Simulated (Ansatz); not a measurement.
## In2O (model cell, started as cuprite): a soft mode frozen in

Wanted: the energy along a soft mode of In2O (model cell, started as cuprite) and the structure at the end.

Main program and level: Ansatz 0.2.0; DFT PBEsol, scalar-relativistic, plane waves, PAW.

The raw output is cut from this account; settings, times and results stay.

The structure was built from a prototype and need not be the compound's stable phase.

## Step 1: The structure

The structure is cubic, space group Pn-3m (No. 224). The conventional cell has a = 5.024 Å, b = 5.024 Å, c = 5.024 Å, α = 90.00°, β = 90.00°, γ = 90.00°. Nearest to O lie 4 In at 2.18 Å. Nearest to In lie 2 O at 2.18 Å. Farther neighbours, and contacts between anions beyond the nearest, are not listed.

As a file:

```cif
data_structure
_symmetry_space_group_name_H-M 'P 1'
_symmetry_Int_Tables_number 1
_cell_length_a 5.0239
_cell_length_b 5.0239
_cell_length_c 5.0239
_cell_angle_alpha 90.000
_cell_angle_beta 90.000
_cell_angle_gamma 90.000
_cell_volume 126.80
loop_
_atom_site_label
_atom_site_type_symbol
_atom_site_fract_x
_atom_site_fract_y
_atom_site_fract_z
_atom_site_occupancy
O1 O 0.00000 0.00000 0.00000 1
O2 O 0.50000 0.50000 0.50000 1
In3 In 0.25000 0.25000 0.25000 1
In4 In 0.75000 0.75000 0.25000 1
In5 In 0.75000 0.25000 0.75000 1
In6 In 0.25000 0.75000 0.75000 1
```

## Step 2: Phonons on a q mesh

Stability and thermal properties need the whole zone. Linear response on a 2×2×2 q mesh gives force constants as far as a supercell of that size would.

Input file input.yaml:

```yaml
crystal:
  lattice:
    - [5.0239327562, 0.0, 0.0]
    - [0.0, 5.0239327562, 0.0]
    - [0.0, 0.0, 5.0239327562]
  atoms:
    - { symbol: O, position: [0.0, 0.0, 0.0] }
    - { symbol: O, position: [0.5, 0.5, 0.5] }
    - { symbol: In, position: [0.25, 0.25, 0.25] }
    - { symbol: In, position: [0.75, 0.75, 0.25] }
    - { symbol: In, position: [0.75, 0.25, 0.75] }
    - { symbol: In, position: [0.25, 0.75, 0.75] }
kpoints:
  mp_grid: { grid: [8, 8, 8] }
hamiltonian:
  xc: pbesol
scf:
  occupations: { method: methfessel_paxton, width: 0.2 }
output:
  eigenvalues: true
phonons:
  method: dfpt
  qmesh: [2, 2, 2]
  temperatures: { t_max: 1000, t_step: 50 }
  qpath:
    path:
      - [[0.0, 0.0, 0.0], [0.0, 0.5, 0.0], [0.5, 0.5, 0.0], [0.0, 0.0, 0.0], [0.5, 0.5, 0.5], [0.0, 0.5, 0.0]]
      - [[0.5, 0.5, 0.5], [0.5, 0.5, 0.0]]
    npoints: 10
```

Command:

```console
> ansatz run input.yaml --threads 8 --pin off --max-ram 14336MiB --backend cpu --events-out ev --progress --plain --runs-dir out
```

The job ended after 2.2 min (8 threads of Intel Xeon Platinum 8488C (Sapphire Rapids), shared host; peak memory 3.5 GiB; 15 min of CPU time).

This step gave:

* volume per atom: 21.13 Å³
* gap on the k-mesh: 0 eV
* sum-rule residual before enforcement: 1.41e-5 eV/Å²
* lowest frequency on the path: -208.7 cm⁻¹
* point group: m-3m
* highest frequency on path, mesh or solved points: 348.1 cm⁻¹
* highest optical mode at the zone centre (no LO-TO term): 314.1 cm⁻¹
* lowest optical zone-centre mode: -86.65 cm⁻¹
* lowest mode on the q mesh (acoustic modes at Γ apart): -208.7 cm⁻¹

Frequencies (cm⁻¹) solved at each irreducible wavevector; negative means imaginary. Frequencies by wavevector, by row:

```csv
q in reciprocal lattice units,star,mode 1,mode 2,mode 3,mode 4,mode 16,mode 17,mode 18
0 0 0,1,-86.7,-86.7,-86.7,-80.7,314.1,314.1,314.1
0 0 -0.5,3,-208.7,-208.7,-91.7,-91.7,243.4,330,330
0 -0.5 -0.5,3,-152.3,-152.3,-135.2,-135.2,218.5,346,346
-0.5 -0.5 -0.5,1,-93,-93,-93,-82.9,347.5,347.5,347.5
```

Interpolated from a 2×2×2 q mesh. The phonon branches at the labelled points (cm⁻¹):

```csv
point,branch 1,branch 2,branch 3,branch 4,branch 15,branch 16,branch 17,branch 18
Γ,-87,-87,-87,-81,215,314,314,314
halfway,-136,-136,-87,-87,218,290,327,327
X,-209,-209,-92,-92,243,243,330,330
halfway,-194,-194,-100,-100,234,234,336,336
M,-152,-152,-135,-135,218,218,346,346
halfway,-176,-131,-106,-88,211,288,320,336
Γ,-87,-87,-87,-81,215,314,314,314
halfway,-149,-119,-119,-88,210,313,324,324
R,-93,-93,-93,-83,222,348,348,348
halfway,-160,-136,-106,-102,218,290,327,344
X,-209,-209,-92,-92,243,243,330,330
jump to R,-93,-93,-93,-83,222,348,348,348
halfway,-113,-113,-105,-81,217,292,348,348
M,-152,-152,-135,-135,218,218,346,346
```

Symmetry leaves 4 wavevectors to solve. The lowest mode among them, the acoustic zeros apart, lies at q = (0, 0, -0.5) and is imaginary, 208.7i cm⁻¹, so the energy falls along it.

## Step 3: The mode frozen in, largest atomic shift 0 Å

The mode followed lies at q = (0, 0, -0.5) with frequency 208.7i cm⁻¹ and is 2-fold degenerate, the softest among the wavevectors solved. At small amplitude the pattern taken leaves space group no. 91 by a symmetry search on the positions. The undistorted cell that holds it gives the zero of energy on the same k mesh.

System of this step: In2O (model cell, started as cuprite). It takes space group Pn-3m (No. 224, cubic). The conventional cell has a = 5.024 Å, b = 5.024 Å, c = 5.024 Å, α = 90.00°, β = 90.00°, γ = 90.00°. Nearest to O lie 4 In at 2.18 Å. In has 2 O at 2.18 Å nearest. Farther neighbours, and contacts between anions beyond the nearest, are not listed.

Input file input.yaml:

```yaml
crystal:
  lattice:
    - [5.0239327562, 0.0, 0.0]
    - [0.0, 5.0239327562, 0.0]
    - [0.0, 0.0, 10.0478655124]
  atoms:
    - { symbol: O, position: [0.0, 0.0, 0.0] }
    - { symbol: O, position: [0.0, 0.0, 0.5] }
    - { symbol: O, position: [0.5, 0.5, 0.25] }
    - { symbol: O, position: [0.5, 0.5, 0.75] }
    - { symbol: In, position: [0.25, 0.25, 0.125] }
    - { symbol: In, position: [0.25, 0.25, 0.625] }
    - { symbol: In, position: [0.75, 0.75, 0.125] }
    - { symbol: In, position: [0.75, 0.75, 0.625] }
    - { symbol: In, position: [0.75, 0.25, 0.375] }
    - { symbol: In, position: [0.75, 0.25, 0.875] }
    - { symbol: In, position: [0.25, 0.75, 0.375] }
    - { symbol: In, position: [0.25, 0.75, 0.875] }
kpoints:
  mp_grid: { grid: [8, 8, 4] }
hamiltonian:
  xc: pbesol
scf:
  occupations: { method: methfessel_paxton, width: 0.2 }
output:
  forces: true
  stress: true
  eigenvalues: true
```

Wall time 4.1 s (8 threads); peak memory 1.6 GiB.

This step gave:

```
pressure                         : -0.001851 GPa
energy from the undistorted cell : 0 meV/atom
```

The run ends at a pressure of 0.00 GPa.

## Step 4: The mode frozen in, largest atomic shift 0.22 Å

The atoms are moved along the unstable eigenvector, the largest shift by 0.22 Å, with the cell fixed.

Input file input.yaml:

```yaml
crystal:
  lattice:
    - [5.0239327562, 0.0, 0.0]
    - [0.0, 5.0239327562, 0.0]
    - [0.0, 0.0, 10.0478655124]
  atoms:
    - { symbol: O, position: [0.0, 0.043790395, 0.0] }
    - { symbol: O, position: [0.0, -0.043790395, 0.5] }
    - { symbol: O, position: [0.456209605, 0.5, 0.25] }
    - { symbol: O, position: [0.543790395, 0.5, 0.75] }
    - { symbol: In, position: [0.2516277097, 0.2483722903, 0.125] }
    - { symbol: In, position: [0.2483722903, 0.2516277097, 0.625] }
    - { symbol: In, position: [0.7516277097, 0.7483722903, 0.125] }
    - { symbol: In, position: [0.7483722903, 0.7516277097, 0.625] }
    - { symbol: In, position: [0.7516277097, 0.2516277097, 0.375] }
    - { symbol: In, position: [0.7483722903, 0.2483722903, 0.875] }
    - { symbol: In, position: [0.2516277097, 0.7516277097, 0.375] }
    - { symbol: In, position: [0.2483722903, 0.7483722903, 0.875] }
kpoints:
  mp_grid: { grid: [8, 8, 4] }
hamiltonian:
  xc: pbesol
scf:
  occupations: { method: methfessel_paxton, width: 0.2 }
output:
  forces: true
  stress: true
  eigenvalues: true
```

Elapsed: 6.2 s, on 8 threads; peak memory 1.4 GiB.

Read from the output:

```yaml
pressure: 1.295 GPa
energy_from_the_undistorted_cell: -10.35 meV/atom
```

The energy, extrapolated to zero smearing, is -10.35 meV/atom against the undistorted cell.

The run ends at a pressure of 1.29 GPa, with forces up to 0.37 eV/Å.

## Step 5: Energy along the mode, all amplitudes (two of the runs are shown above)

An imaginary frequency means negative curvature, so the energy should fall and then rise again as anharmonic terms take over.

This step gave:

```
depth at the lowest point sampled  : 10.35 meV/atom
largest atomic shift at that point : 0.22 Å
```

Energy from the parent against largest atomic shift:

```csv
largest atomic shift (Å),energy from the parent (meV/atom)
0.000,0
0.040,-0.672
0.080,-2.52
0.140,-6.39
0.220,-10.3
0.320,-7.10
0.450,20.0
```

Displacement at unit largest shift by atom:

```csv
atom,x (Å),y (Å),z (Å),size
O1,0.00,1.00,0.00,1.00
O2,0.00,-1.00,0.00,1.00
O3,-1.00,0.00,0.00,1.00
O4,1.00,0.00,0.00,1.00
In5,0.04,-0.04,0.00,0.05
In6,-0.04,0.04,0.00,0.05
In7,0.04,-0.04,0.00,0.05
In8,-0.04,0.04,0.00,0.05
In9,0.04,0.04,0.00,0.05
In10,-0.04,-0.04,0.00,0.05
In11,0.04,0.04,0.00,0.05
In12,-0.04,-0.04,0.00,0.05
```

The lowest step is at 0.22 Å, 10.3 meV/atom below the parent, and the energy rises beyond it.

## Step 6: Relaxing from the distorted cell

Starting from the lowest point found, all atoms and the cell are let go, so that strain and other modes of the same symmetry can join in.

input.yaml: that of step 4 with these lines changed.

```diff
@@ -28 +28,6 @@
   eigenvalues: true
+relax:
+  adjacent_minimum: "off"
+  f_tol: 0.002
+  max_steps: 120
+  cell: { stress_tol: 0.03 }
```

Wall time 2.1 min (8 threads); peak memory 1.6 GiB.

Relaxation path:

```csv
step,energy less that of the first step (eV),largest force component (eV/Å),pressure (GPa),volume (Å³)
1,0.0000,0.2638,1.29,253.61
2,-0.1979,0.3288,0.33,256.83
3,-0.5045,0.4690,0.71,254.57
4,-0.8075,0.5144,1.01,252.93
5,-1.2582,0.2761,-0.70,258.22
6,-1.4282,0.0232,-0.16,256.84
7,-1.4524,0.0924,0.09,255.19
8,-1.4635,0.0375,0.10,256.08
9,-1.4666,0.0055,0.00,256.00
10,-1.4663,0.0007,-0.02,256.27
11*,-1.5133,0.0022,0.20,256.27
12,-1.5201,0.0027,0.02,257.14
13,-1.5204,0.0020,0.03,257.18
14,-1.5200,0.0026,-0.04,257.44
15,-1.5203,0.0007,0.00,257.29
16*,-1.5232,0.0008,0.01,257.29
17,-1.5235,0.0002,0.00,257.32
18*,-1.5236,0.0002,0.00,257.32
```

Relaxation steps marked * repeat the geometry before them on a plane-wave basis chosen anew for their cell, so energy and pressure can jump there. Relaxation step 14 was tried and not accepted.

Forces are held to the 8 operations that the program found; a distortion that breaks them can't arise in this run.

```csv
cell as run,before,after,change
a (Å),5.024,5.413,+7.7 %
b (Å),5.024,5.413,+7.7 %
c (Å),10.048,8.781,-12.6 %
volume (Å³/atom),21.13,21.44,+1.5 %
```

The atoms that moved most (Å, as changes of fractional coordinates times the final cell):

```csv
atom,dx,dy,dz,length
In8,-0.376,0.376,0.000,0.532
In11,0.376,0.376,0.000,0.532
In10,-0.376,-0.376,0.000,0.532
In5,0.376,-0.376,0.000,0.532
O1,0.000,0.364,0.000,0.364
O3,-0.364,0.000,0.000,0.364
O4,0.364,0.000,0.000,0.364
O2,0.000,-0.364,0.000,0.364
```

The relaxed structure:

```xyz
12
Lattice="5.4132 0.0000 0.0000 0.0000 5.4132 0.0000 0.0000 0.0000 8.7813" Properties=species:S:1:pos:R:3 pbc="T T T"
O     0.0000    0.6008    0.0000
O     0.0000   -0.6008    4.3906
O     2.1058    2.7066    2.1953
O     3.3074    2.7066    6.5860
In    1.7383    0.9683    1.0977
In    1.2121    1.4945    5.4883
In    4.2011    3.9187    1.0977
In    3.6750    4.4449    5.4883
In    4.2011    1.4945    3.2930
In    3.6750    0.9683    7.6836
In    1.7383    4.4449    3.2930
In    1.2121    3.9187    7.6836
```

Read from the output:

```yaml
pressure: 0.002026 GPa
volume_per_atom: 21.44 Å³
```

The distorted start has space group P4_122; the relaxation ends in P4_122.

## Step 7: Summary of results

```json
{
 "unstable mode of the parent": "q = (0, 0, -0.5), 209i cm⁻¹",
 "depth at the lowest point sampled": "10.3 meV/atom",
 "largest atomic shift at that point": "0.22 Å",
 "space group reached": "P4_122",
 "energy gained over the parent (first relaxation, on the mesh of the frozen mode)": "137 meV/atom",
 "volume per atom, phase reached": "21.4 Å³"
}
```

Along this mode the structure falls into P4_122, 137 meV/atom below the parent. At the parent's cell the well is 10.35 meV/atom deep on the steps tried, with its lowest point at a shift of 0.22 Å. Relaxing atoms and cell changes the gain by +126.81 meV/atom against the lowest step (energies at zero smearing). Most of the total comes from this relaxation. The modes of the phase reached were not computed. Of the 6 patterns followed from this parent, this one ends 252 meV/atom above the lowest, Pmma. Differences under 1.0 meV/atom are within the error of comparing unlike cells and meshes, so the order among close phases is not settled. Each path keeps the symmetry of its pattern, so a lower phase may lie along a pattern not tried. With no gap, or one that is small against the smearing, the frequencies hang on the k mesh and the smearing, most of all near Kohn anomalies. A phonon run warned that its eigensolver left some bands unconverged in a pass. The starting cell was built on a prototype and not taken from a measurement, so the phase need not exist.

[Long decimals in the printed logs are rounded to 6 places.]

[Logs are printed without paths, hosts, clocks, repeated set-up lines and the standing remarks that a program may print on its own settings, such as how far it seeks lower states.]

[Hosts, paths, dates, database ids (printed as entryN), source tags and the programs' standing remarks are cut or masked in the printed files.]

[Where the starting crystal was built by hand or by swapping elements, it need not be the compound's stable phase.]
